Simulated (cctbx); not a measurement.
**Solving a structure by charge flipping**

Cell a = 6.2440 Å, b = 6.2440 Å, c = 6.2440 Å, α = 90.00°, β = 90.00°, γ = 90.00°; space group Fm-3m (no. 225); content Ir4 Na8.

Simulated single-crystal data (cctbx): Mo Kα, λ = 0.71073 Å, to d = 0.75 Å, 95 % of the full sphere, strongest reflection 5000 counts, noise from counting, a 2 % proportional error and a noise floor of 4 counts (s.d.); no absorption.

Charge flipping in P1 on plain amplitudes to 0.8 Å, δ = 0.9 σ, 10 % of the reflections treated as weak, 200 cycles:

```text
cycle      R  skewness
    0  0.478     0.37
   16  0.327     2.04
   32  0.220     8.04
   48  0.201     7.54
   64  0.211     7.35
   80  0.185     7.22
   96  0.200     7.18
  112  0.202     7.30
  128  0.199     7.00
  144  0.194     7.19
  160  0.203     7.15
  176  0.198     7.30
  192  0.200     7.16
origin shift          correlation  skewness
 0.315  0.330  0.002      0.983     11.76
 0.449  0.015  0.290      0.819      0.38
 0.445  0.363  0.298      0.829      0.24
 0.403  0.193  0.194      0.914     -0.12
taken: symmetry correlation 0.983, skewness 11.76
peak      x       y       z  mult  height/sigma
Q1    0.0000  0.0000  0.5000    4     21.9
Q2    0.2500  0.2500  0.2500    8      2.2
Q3    0.0000  0.0000  0.3341   24      0.5
Q4    0.1020  0.1020  0.3980   32      0.5
Q5    0.0000  0.0000  0.0000    4      0.4
Q6    0.0858  0.2500  0.2500   48      0.4
Q7    0.0000  0.1602  0.1602   48      0.3
```

The origin is taken among those within 0.04 of the best correlation, by the skewness of the map.

Run time: 1.3 s on 1 thread of Arm Neoverse N1 (shared host), peak memory 0.07 GiB.

Q: Assign the peaks.

Heights go roughly as Z and multiplicities must add up to the content. First model: Q1 = Ir1 (4 in the cell, height 21.9) and Q2 = Na1 (8 in the cell, height 2.2). Against the true structure, Q1 is Ir and Q2 is Na; the other peaks are not atoms.

Least squares on F², isotropic:

```text
Rint 0.025, 29 unique reflections to 0.76 A
cycle     R1     wR2    GooF  max shift (A)
   1  0.0464  0.1019  12.321   0.00000
   2  0.0030  0.0061   0.733   0.00000
final R1 0.0030 wR2 0.0061 GooF 0.733  parameters 2  data/parameter 14.5
atom        x        y        z      Ueq    occ   su(xyz)  su(Uiso or U11)
Ir1    0.00000  0.00000  0.50000   0.0155  1.000  0.00000  0.0001
Na1    0.25000  0.25000  0.25000   0.0283  1.000  0.00000  0.0003
difference map: max 0.14 min -0.10 rms 0.04
Q1    0.1349  0.1349  0.3651   32    0.14  1.24 A from Na1
Q2    0.0000  0.0960  0.2448   96    0.12  1.70 A from Ir1
Q3    0.0000  0.0000  0.0000    4    0.12  2.70 A from Na1
Q4    0.0000  0.1111  0.1111   48    0.07  1.99 A from Na1
Q5    0.1104  0.2104  0.2104   96    0.06  0.94 A from Na1
```

Anisotropic refinement:

```text
Rint 0.025, 29 unique reflections to 0.76 A
cycle     R1     wR2    GooF  max shift (A)
   1  0.0030  0.0061   0.743   0.00000
   2  0.0030  0.0061   0.733   0.00000
final R1 0.0030 wR2 0.0061 GooF 0.733  parameters 2  data/parameter 14.5
atom        x        y        z      Ueq    occ   su(xyz)  su(Uiso or U11)
Ir1    0.00000  0.00000  0.50000   0.0155  1.000  0.00000  0.0001
Na1    0.25000  0.25000  0.25000   0.0283  1.000  0.00000  0.0003
difference map: max 0.14 min -0.10 rms 0.04
Q1    0.1349  0.1349  0.3651   32    0.14  1.24 A from Na1
Q2    0.0000  0.0960  0.2448   96    0.12  1.70 A from Ir1
Q3    0.0000  0.0000  0.0000    4    0.12  2.70 A from Na1
Q4    0.0000  0.1111  0.1111   48    0.07  1.99 A from Na1
Q5    0.1104  0.2104  0.2104   96    0.06  0.94 A from Na1
Q6    0.0000  0.0000  0.3931   24    0.05  0.67 A from Ir1
```

**Reading.** The refinement ends at R1 = 0.0030, wR2 = 0.0061, GooF = 0.73, with difference density between -0.10 and 0.14 e/Å³. Every site matches the true model in element, within 0.001 Å r.m.s., up to an allowed shift of origin.

True model:

| atom | mult. | x | y | z | Ueq (Å²) |
| --- | --- | --- | --- | --- | --- |
| Ir1 | 4 | 0 | 0 | 0 | 0.0153 |
| Na1 | 8 | 1/4 | 3/4 | 3/4 | 0.0286 |

The model was made for the exercise: a known structure type with other elements put in, its volume estimated, not relaxed; displacement parameters are assumed.

[Middle refinement cycles are left out of these outputs.]

[Logs are printed without paths, hosts, clocks, repeated set-up lines and the standing remarks that a program may print on its own settings, such as how far it seeks lower states.]
